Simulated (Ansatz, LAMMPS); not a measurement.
## Relaxing ionic liquid ethylpyridinium Br- with water, from a frame at 450 K (195 atoms)

How does ionic liquid ethylpyridinium Br- with water, from a frame at 450 K (195 atoms) relax, and what do bonds, charges and levels look like afterwards?

Main program and level: Ansatz 0.2.0; Kohn-Sham DFT, PBE+D4, PAW (set soft_2), plane waves.

### Step 1. The starting structure

The cell holds 195 atoms: 63 C, 9 N, 106 H, 8 O and 9 Br. Its edges and angles: a = 12.890 Å, b = 12.890 Å, c = 12.890 Å, α = 90.0°, β = 90.0°, γ = 90.0°. 9 ethylpyridinium, 9 Br-, 8 H2O placed at random, at 1.42 g/cm³; overlaps pushed apart, then 10 ps at 700 K with Joung-Cheatham ions (J. Phys. Chem. B 112, 9020 (2008)); MMFF94 bonds, angles, torsions, charges and radii (Halgren, J. Comput. Chem. 17, 490 (1996)) in harmonic and 12-6 forms; SPC/E water (Berendsen, Grigera and Straatsma, J. Phys. Chem. 91, 6269 (1987)); charges of ions scaled by 0.8. Snapshot after 30 ps at 450 K and fixed volume.

Before any run, some limits are plain. The network of contacts between molecules at the start is that of the classical potential that made the cell. Sampling is at Γ alone, for a cell whose shortest periodic width is 13 Å.

### Step 2. Single point at the start

The forces at the start show how far the geometry lies from a minimum of this functional.

input.yaml

```yaml
crystal:
  lattice:
    - [12.89026, 0.0, 0.0]
    - [0.0, 12.89026, 0.0]
    - [0.0, 0.0, 12.89026]
  atoms:
    - { symbol: C, position: [0.96639, 0.75838, 0.20593] }
    - { symbol: C, position: [0.8748, 0.76887, 0.27269] }
    - { symbol: "N", position: [0.77601, 0.74244, 0.22118] }
    - { symbol: C, position: [0.69936, 0.81191, 0.22263] }
    [... 185 atom lines left out ...]
    - { symbol: Br, position: [0.91788, 0.44202, 0.09748] }
    - { symbol: Br, position: [0.04, 0.55151, 0.40071] }
    - { symbol: Br, position: [0.18972, 0.15832, 0.71238] }
    - { symbol: Br, position: [0.86618, 0.03468, 0.14659] }
    - { symbol: Br, position: [0.52594, 0.34127, 0.70749] }
    - { symbol: Br, position: [0.47518, 0.379, 0.21312] }
kpoints:
  mp_grid: { grid: [1, 1, 1] }
hamiltonian:
  xc: pbe
  dispersion: d4
scf:
  occupations: { method: fixed }
output:
  forces: true
  stress: true
  populations: intrinsic
  dos:
    method: { smearing: { sigma: 0.1 } }
    de: 0.1
    projected: { site_lists: { Br: [Br], C: [C], H: [H], "N": ["N"], O: [O] } }
  eigenvalues: true
```

Command:

```bash
ansatz run input.yaml --threads 4 --pin off --max-ram 8192MiB --backend cpu --events-out ev --progress --plain --runs-dir out
```

Elapsed: 44 s, on 4 threads of Arm Neoverse V2, shared host; peak memory 2.9 GiB.

Numbers from this run:

```yaml
free_energy: -50557.4637 eV
free_energy_per_atom: -259.2690 eV/atom
scf_cycles: 10
pressure: 1.026 GPa
r_m_s_force_component: 1.068 eV/Å
longest_force: 5.815 eV/Å
fermi_energy: 0.7741 eV
spacing_of_highest_filled_and_lowest_empty_level: 1.078 eV
```

The r.m.s. force component of 1.1 eV/Å and the pressure of 1.0 GPa set the starting point.

Neighbours are counted within 1.34 Å (H-C), 1.21 Å (H-O), 1.85 Å (C-C), 1.79 Å (C-N).

Length of the force by element and coordination:

| element | coordination | atoms | mean length of the force (eV/Å) | spread | least | most |
| --- | --- | --- | --- | --- | --- | --- |
| Br | all | 9 | 0.351 | 0.200 | 0.121 | 0.824 |
| C | all | 63 | 2.29 | 1.24 | 0.486 | 5.81 |
| C | 3 | 45 | 2.37 | 1.34 | 0.486 | 5.81 |
| C | 4 | 18 | 2.10 | 0.891 | 0.797 | 3.73 |
| H | all | 106 | 1.09 | 0.614 | 0.167 | 4.37 |
| N | all | 9 | 2.58 | 0.902 | 1.33 | 3.98 |
| O | all | 8 | 0.649 | 0.398 | 0.256 | 1.60 |

### Step 3. Cell and atoms relaxed

The cell is relaxed with the atoms, since the starting lattice needn't suit this functional.

input.yaml, the sections that differ from step 2:

```yaml
output:
  forces: true
relax:
  f_tol: 0.05
  max_steps: 200
  cell: {}
# crystal, kpoints, hamiltonian, scf: as in step 2
```

The job ended after 23 min (4 threads; peak memory 2.6 GiB; 87 min of CPU time).

The steps of the relaxation (22 of 68):

| step | energy less that of the first step (eV) | largest force component (eV/Å) | pressure (GPa) | volume (Å³) |
| --- | --- | --- | --- | --- |
| 1 | 0.0000 | 5.3359 | 1.03 | 2141.83 |
| 4 | -11.1002 | 0.6231 | -0.23 | 2109.56 |
| 7 | -12.0239 | 1.1653 | -0.06 | 2086.97 |
| 11 | -12.5259 | 0.4361 | 0.24 | 2081.56 |
| 14 | -12.6279 | 0.1465 | 0.01 | 2084.63 |
| 17 | -12.6877 | 0.4405 | -0.08 | 2091.59 |
| 20 | -12.7304 | 0.4172 | -0.03 | 2095.59 |
| 23 | -12.7636 | 0.3398 | -0.21 | 2100.38 |
| 27 | -12.8248 | 0.2690 | -0.12 | 2099.08 |
| 30 | -12.8535 | 0.2747 | 0.00 | 2101.40 |
| 33 | -12.8777 | 0.0913 | -0.03 | 2103.07 |
| 36 | -12.8867 | 0.2052 | -0.03 | 2105.49 |
| 39 | -12.8930 | 0.0458 | -0.02 | 2107.16 |
| 42 | -12.8997 | 0.1233 | -0.23 | 2109.09 |
| 46 | -12.9382 | 0.3136 | -0.15 | 2107.81 |
| 49 | -12.9848 | 0.3234 | -0.01 | 2103.59 |
| 52 | -12.9732 | 1.0122 | -0.09 | 2105.35 |
| 55 | -13.0288 | 0.1134 | -0.07 | 2105.12 |
| 58 | -13.0381 | 0.0798 | -0.01 | 2106.82 |
| 62 | -13.0392 | 0.1763 | -0.08 | 2108.04 |
| 65 | -13.0127 | 0.0334 | -0.03 | 2101.92 |
| 68 | -13.0069 | 0.0425 | 0.00 | 2096.71 |

Relaxation steps 43, 52, 59, 62 were tried and not accepted.

| cell as run | before | after | change |
| --- | --- | --- | --- |
| a (Å) | 12.890 | 12.557 | -2.6 % |
| b (Å) | 12.890 | 12.825 | -0.5 % |
| c (Å) | 12.890 | 13.034 | +1.1 % |
| α (°) | 90.00 | 92.35 | +2.6 % |
| β (°) | 90.00 | 90.50 | +0.6 % |
| γ (°) | 90.00 | 88.66 | -1.5 % |
| volume (Å³/atom) | 10.98 | 10.75 | -2.1 % |

The atoms that moved most (Å, as changes of fractional coordinates times the final cell):

| atom | dx | dy | dz | length |
| --- | --- | --- | --- | --- |
| H160 | 2.224 | 2.353 | -0.744 | 3.322 |
| H143 | -0.404 | 2.416 | 2.155 | 3.262 |
| H159 | 3.141 | 0.858 | -0.154 | 3.259 |
| H142 | 0.033 | 2.746 | 0.619 | 2.815 |
| H155 | -1.537 | -2.045 | 1.079 | 2.776 |
| H161 | 0.545 | 2.388 | -1.193 | 2.725 |
| C150 | 1.954 | 1.574 | -0.676 | 2.599 |
| C149 | 2.427 | 0.727 | -0.343 | 2.557 |

The relaxation changed the energy by -66.7 meV/atom, and atoms moved by 1.2 Å r.m.s., 3.3 Å at most.

### Step 4. Local order after relaxation

Bonds before and after, by the cutoffs listed below:

| pair | bonds before | bonds after | mean before (Å) | mean after (Å) | spread before (Å) | spread after (Å) |
| --- | --- | --- | --- | --- | --- | --- |
| H-C | 90 | 90 | 1.088 | 1.093 | 0.033 | 0.005 |
| H-O | 16 | 16 | 1.000 | 0.986 | 0.000 | 0.003 |
| C-C | 45 | 45 | 1.416 | 1.414 | 0.069 | 0.052 |
| C-N | 27 | 27 | 1.387 | 1.396 | 0.066 | 0.062 |

Density 1.45 g/cm³, 10.75 Å³ an atom.

g(r), total and by pair (bins of 0.2 Å):

| r (Å) | total | H-H | H-C | H-Br | H-N | H-O | C-C |
| --- | --- | --- | --- | --- | --- | --- | --- |
| 0.90 | 0.74 | 0.00 | 0.00 | 0.00 | 0.00 | 16.55 | 0.00 |
| 1.10 | 3.41 | 0.00 | 9.70 | 0.00 | 0.00 | 0.00 | 0.00 |
| 1.30 | 1.26 | 0.00 | 0.00 | 0.00 | 0.00 | 0.00 | 8.00 |
| 1.50 | 0.50 | 0.49 | 0.00 | 0.00 | 0.00 | 0.00 | 1.62 |
| 1.70 | 0.47 | 1.60 | 0.00 | 0.00 | 0.00 | 0.00 | 0.00 |
| 1.90 | 0.07 | 0.09 | 0.00 | 0.00 | 0.00 | 0.89 | 0.00 |
| 2.10 | 1.57 | 0.32 | 3.12 | 0.00 | 7.30 | 0.22 | 0.00 |
| 2.30 | 0.65 | 0.66 | 0.00 | 1.31 | 0.00 | 1.14 | 1.86 |
| 2.50 | 1.30 | 2.65 | 0.48 | 0.99 | 0.00 | 0.46 | 2.04 |
| 2.70 | 0.67 | 0.78 | 0.26 | 1.54 | 1.50 | 0.82 | 0.99 |
| 2.90 | 0.61 | 0.72 | 0.46 | 2.82 | 0.64 | 1.16 | 0.05 |
| 3.10 | 0.85 | 1.17 | 0.87 | 1.56 | 0.00 | 1.62 | 0.27 |
| 3.30 | 1.10 | 0.95 | 1.45 | 0.72 | 1.80 | 1.54 | 0.16 |
| 3.50 | 1.02 | 0.88 | 1.18 | 0.99 | 1.10 | 0.72 | 0.78 |
| 3.70 | 1.00 | 0.88 | 0.91 | 0.82 | 0.57 | 1.01 | 1.38 |
| 3.90 | 1.11 | 0.87 | 1.33 | 1.16 | 0.99 | 1.23 | 0.75 |
| 4.10 | 0.99 | 0.91 | 0.95 | 0.78 | 1.09 | 1.01 | 1.17 |
| 4.30 | 1.08 | 1.14 | 0.98 | 1.42 | 0.96 | 1.33 | 1.09 |
| 4.50 | 0.99 | 0.98 | 1.08 | 1.47 | 0.91 | 0.54 | 0.94 |
| 4.70 | 1.05 | 1.19 | 1.05 | 0.95 | 0.68 | 1.02 | 0.96 |
| 4.90 | 1.00 | 1.02 | 0.96 | 0.95 | 1.17 | 1.16 | 0.89 |
| 5.10 | 0.92 | 0.89 | 0.95 | 0.60 | 0.85 | 0.95 | 0.97 |
| 5.30 | 0.98 | 1.02 | 1.01 | 0.88 | 0.91 | 1.05 | 0.99 |
| 5.50 | 0.95 | 0.95 | 0.97 | 0.93 | 1.31 | 1.00 | 0.78 |
| 5.70 | 0.95 | 1.03 | 0.96 | 1.05 | 0.97 | 0.73 | 0.83 |
| 5.90 | 0.96 | 0.95 | 0.91 | 0.70 | 1.01 | 1.08 | 0.91 |
| 6.10 | 1.06 | 1.04 | 1.09 | 0.96 | 1.15 | 0.87 | 1.04 |

Bonds by pair of elements; cutoffs follow the first minimum of g(r), held within bounds set by covalent radii, and pairs that aren't listed don't count as bonded:

| pair A-B | cutoff (Å) | bonds | mean length (Å) | spread (Å) | shortest (Å) | B about A | A about B |
| --- | --- | --- | --- | --- | --- | --- | --- |
| H-C | 1.34 | 90 | 1.09 | 0.005 | 1.08 | 0.849 | 1.43 |
| H-O | 1.21 | 16 | 0.986 | 0.003 | 0.981 | 0.151 | 2 |
| C-C | 1.85 | 45 | 1.41 | 0.052 | 1.38 | 1.43 | 1.43 |
| C-N | 1.79 | 27 | 1.40 | 0.062 | 1.35 | 0.429 | 3 |

How many atoms have how many bonded neighbours:

| element | mean | 0 | 1 | 2 | 3 | 4 |
| --- | --- | --- | --- | --- | --- | --- |
| Br | 0 | 9 | 0 | 0 | 0 | 0 |
| C | 3.29 | 0 | 0 | 0 | 45 | 18 |
| H | 1 | 0 | 106 | 0 | 0 | 0 |
| N | 3 | 0 | 0 | 0 | 9 | 0 |
| O | 2 | 0 | 0 | 8 | 0 | 0 |

Bond angles, per cent of each kind in bins of 5°:

| angle (°) | C-C-H | H-C-N | H-C-H | C-C-N | C-C-C |
| --- | --- | --- | --- | --- | --- |
| 100–105 | 0.0 | 5.6 | 0.0 | 0.0 | 0.0 |
| 105–110 | 7.7 | 44.4 | 91.7 | 0.0 | 0.0 |
| 110–115 | 30.8 | 0.0 | 8.3 | 33.3 | 0.0 |
| 115–120 | 14.5 | 50.0 | 0.0 | 3.7 | 100.0 |
| 120–125 | 47.0 | 0.0 | 0.0 | 63.0 | 0.0 |

Bond angles (no mean is given where the spread exceeds 20°):

| angle | count | mean (°) | spread (°) |
| --- | --- | --- | --- |
| C-C-H | 117 | 117 | 5.2 |
| H-C-N | 36 | 112 | 5.2 |
| H-C-H | 36 | 109 | 1.1 |
| C-C-N | 27 | 118 | 3.9 |
| C-C-C | 27 | 119 | 0.3 |

Bond length by coordination (bonds to H left out):

| element | coordination | atoms | mean bond length (Å) |
| --- | --- | --- | --- |
| C | 3 | 45 | 1.38 |
| C | 4 | 18 | 1.51 |

Rings of the network by King's shortest-path rule, up to 12 atoms, one path for each pair of neighbours; H, halogens, alkali and alkaline-earth atoms are left out, and the last column divides by all other atoms, bonded or not:

| ring size (atoms) | rings | per network atom |
| --- | --- | --- |
| 6 | 9 | 0.112 |

With the cutoffs above, 71 % of C atoms have 3, all H atoms have 1 and all N atoms have 3 bonded neighbours. The C-C-H angle averages 117° with a spread of 5°. All rings counted have 6 atoms.

### Step 5. Single point at the relaxed geometry

One more single point at the end of the walk gives the fuller output and checks the residual forces.

input.yaml

```yaml
crystal:
  lattice:
    - [12.55564, 0.14812, -0.05483]
    - [0.14812, 12.82187, -0.26431]
    - [-0.05483, -0.26431, 13.03152]
  atoms:
    - { symbol: C, position: [0.96713, 0.71727, 0.18116] }
    - { symbol: C, position: [0.88104, 0.72136, 0.26245] }
    - { symbol: "N", position: [0.77234, 0.71842, 0.21731] }
    - { symbol: C, position: [0.7072, 0.80343, 0.22488] }
    [... 185 atom lines left out ...]
    - { symbol: Br, position: [0.91796, 0.4115, 0.11818] }
    - { symbol: Br, position: [0.09263, 0.63979, 0.43648] }
    - { symbol: Br, position: [0.19216, 0.21813, 0.75064] }
    - { symbol: Br, position: [0.84082, 0.97366, 0.09016] }
    - { symbol: Br, position: [0.61302, 0.30287, 0.72778] }
    - { symbol: Br, position: [0.46843, 0.45155, 0.23548] }
kpoints:
  mp_grid: { grid: [1, 1, 1] }
hamiltonian:
  xc: pbe
  dispersion: d4
scf:
  occupations: { method: fixed }
output:
  forces: true
  stress: true
  populations: true
  dos:
    method: { smearing: { sigma: 0.08 } }
    de: 0.1
    projected: { site_lists: { Br: [Br], C: [C], H: [H], "N": ["N"], O: [O] } }
  eigenvalues: true
  write_density: true
  write_potential: true
  volumetric_format: npy
```

The job ended after 50 s (4 threads; peak memory 2.9 GiB; 3.2 min of CPU time).

The program notes that the exchange-correlation potential is rough where the density is thin.

The run gave:

* free energy: -50570.4705 eV
* free energy per atom: -259.3357 eV/atom
* SCF cycles: 10
* pressure: 0.001462 GPa
* r.m.s. force component: 0.00487 eV/Å
* longest force: 0.04851 eV/Å
* Fermi energy: 0.3434 eV
* gap (highest filled to lowest empty level): 2.045 eV
* spilling of the projection: 0.01244

Löwdin charges by element and coordination (they lack the spilled electrons, 0.033 e an atom on average):

| element | coordination | atoms | mean charge (e) | spread | least | most |
| --- | --- | --- | --- | --- | --- | --- |
| Br | all | 9 | -0.661 | 0.0338 | -0.697 | -0.588 |
| C | all | 63 | -0.120 | 0.152 | -0.467 | 0.0471 |
| C | 3 | 45 | -0.0452 | 0.059 | -0.117 | 0.0471 |
| C | 4 | 18 | -0.309 | 0.149 | -0.467 | -0.148 |
| H | all | 106 | 0.235 | 0.0571 | 0.173 | 0.391 |
| N | all | 9 | 0.102 | 0.0078 | 0.0911 | 0.117 |
| O | all | 8 | -0.732 | 0.0146 | -0.752 | -0.711 |

States in the cell by windows of 1 eV, zero at the Fermi level; the larger projections on atomic orbitals stand beside the total:

| from (eV) | to (eV) | total | C p | H s | Br p | O p | N p | C s |
| --- | --- | --- | --- | --- | --- | --- | --- | --- |
| -18 | -17 | 0.0 | 0.0 | 0.0 | 0.0 | 0.0 | 0.0 | 0.0 |
| -17 | -16 | 9.6 | 2.0 | 0.8 | 0.0 | 0.0 | 0.6 | 5.7 |
| -16 | -15 | 8.7 | 1.8 | 0.8 | 0.0 | 0.0 | 0.6 | 5.2 |
| -15 | -14 | 22.2 | 2.5 | 2.7 | 0.0 | 0.0 | 3.8 | 12.9 |
| -14 | -13 | 13.4 | 1.4 | 2.7 | 0.0 | 0.0 | 1.3 | 7.6 |
| -13 | -12 | 15.3 | 0.3 | 0.6 | 0.0 | 0.0 | 0.1 | 0.2 |
| -12 | -11 | 38.7 | 12.6 | 4.9 | 0.0 | 0.0 | 5.2 | 11.8 |
| -11 | -10 | 18.0 | 6.4 | 4.0 | 0.0 | 0.0 | 1.6 | 5.2 |
| -10 | -9 | 0.0 | 0.0 | 0.0 | 0.0 | 0.0 | 0.0 | 0.0 |
| -9 | -8 | 18.1 | 9.8 | 4.7 | 0.0 | 0.0 | 0.9 | 2.0 |
| -8 | -7 | 39.3 | 20.0 | 6.8 | 0.1 | 4.4 | 4.3 | 2.8 |
| -7 | -6 | 62.6 | 30.6 | 14.0 | 0.2 | 6.5 | 7.6 | 2.2 |
| -6 | -5 | 22.0 | 15.0 | 5.3 | 0.1 | 0.1 | 1.0 | 0.1 |
| -5 | -4 | 56.6 | 37.3 | 13.0 | 0.3 | 3.1 | 1.5 | 0.5 |
| -4 | -3 | 47.4 | 22.2 | 13.9 | 0.5 | 7.5 | 1.5 | 0.2 |
| -3 | -2 | 36.9 | 28.3 | 1.5 | 0.4 | 2.4 | 3.7 | 0.1 |
| -2 | -1 | 16.8 | 1.6 | 0.1 | 0.3 | 14.5 | 0.0 | 0.1 |
| -1 | 0 | 50.8 | 1.6 | 0.6 | 46.1 | 1.7 | 0.1 | 0.3 |
| 0 | 1 | 3.6 | 0.1 | 0.0 | 3.3 | 0.0 | 0.0 | 0.0 |
| 1 | 2 | 0.1 | 0.1 | 0.0 | 0.0 | 0.0 | 0.0 | 0.0 |
| 2 | 3 | 21.6 | 16.4 | 0.3 | 0.3 | 0.0 | 3.9 | 0.1 |
| 3 | 4 | 14.2 | 13.3 | 0.1 | 0.1 | 0.0 | 0.0 | 0.0 |
| 4 | 5 | 2.1 | 0.2 | 1.1 | 0.0 | 0.0 | 0.0 | 0.3 |

The curve was stored every 0.10 eV, coarse against its broadening of 0.08 eV, so these counts are rough.

With fixed occupations the program's Fermi level is the highest filled level; weight inside the gap is the broadening of levels at its edges.

Between -21 and -18 eV lie 34 more states.

The levels nearest the highest filled one (over half full), pooled over k-points and spins:

| level less the highest filled one (eV) | occupation |
| --- | --- |
| -0.149 | 2 |
| -0.132 | 2 |
| -0.0987 | 2 |
| -0.0741 | 2 |
| -0.0379 | 2 |
| 0 | 2 |
| 2.04 | 0 |
| 2.11 | 0 |
| 2.17 | 0 |
| 2.26 | 0 |
| 2.28 | 0 |
| 2.32 | 0 |

Mean Löwdin charges: Br -0.66, C -0.12, H +0.23, N +0.10, O -0.73 e (they miss 1.2 % of the electrons, so they add up to more than the cell's charge). The largest share in the top eV of filled states is Br p (92 % of the projected weight), and in the lowest eV of empty states C p (81 % of the projected weight).

Runs without a result: magnetization.spin_polarized = true and starting moments = "other" (refused).

### Step 6. Results

```
energy change in the relaxation                  : -66.7 meV/atom
r.m.s. displacement                              : 1.177 Å
largest displacement                             : 3.322 Å
free energy per atom                             : -259.3357 eV/atom
pressure                                         : 0.001462 GPa
r.m.s. force component                           : 0.00487 eV/Å
gap (highest filled to lowest empty level) : 2.045 eV
wall time of the 3 DFT runs                      : 24 min
```

In words: Relaxation lowers the energy by 66.7 meV/atom and moves atoms by 1.2 Å r.m.s.; the r.m.s. force component goes from 1.1 to 0.0049 eV/Å, the pressure goes from 1.0 to 0.0015 GPa, and the gap from 1.08 to 2.04 eV. Displacements are taken in the final cell, so they leave out its strain. By the final cutoffs no bond was broken or made. The cell shrank by 2.1 % in volume. From the first step to the last the energy fell by 13.007 eV, and the largest move was 3.32 Å (H160, with 2 other atoms within 2 % of it). The H-O bonds change most in mean length: from 1.000 Å (spread 0.000) to 0.986 Å (spread 0.003). With the cutoffs above, 71 % of C atoms have 3, all H atoms have 1 and all N atoms have 3 bonded neighbours. Between filled and empty levels lie 2.04 eV (at Γ alone); a semilocal functional tends to put such gaps too low. In a disordered cell it changes from sample to sample and from frame to frame.

What to keep in mind: The network of contacts between molecules at the start is that of the classical potential that made the cell; in DFT atoms moved by 1.2 Å r.m.s.

[Logs are printed without paths, hosts, clocks, repeated set-up lines and the standing remarks that a program may print on its own settings, such as how far it seeks lower states.]

[Hosts, paths, dates, database ids (printed as entryN), source tags and the programs' standing remarks are cut or masked in the printed files.]

[The MMFF94 radii named for the starting cell were scaled by 0.96; in molecules described by MMFF94, hydrogen bound to N, O or S took a small fixed 12-6 site in their place.]
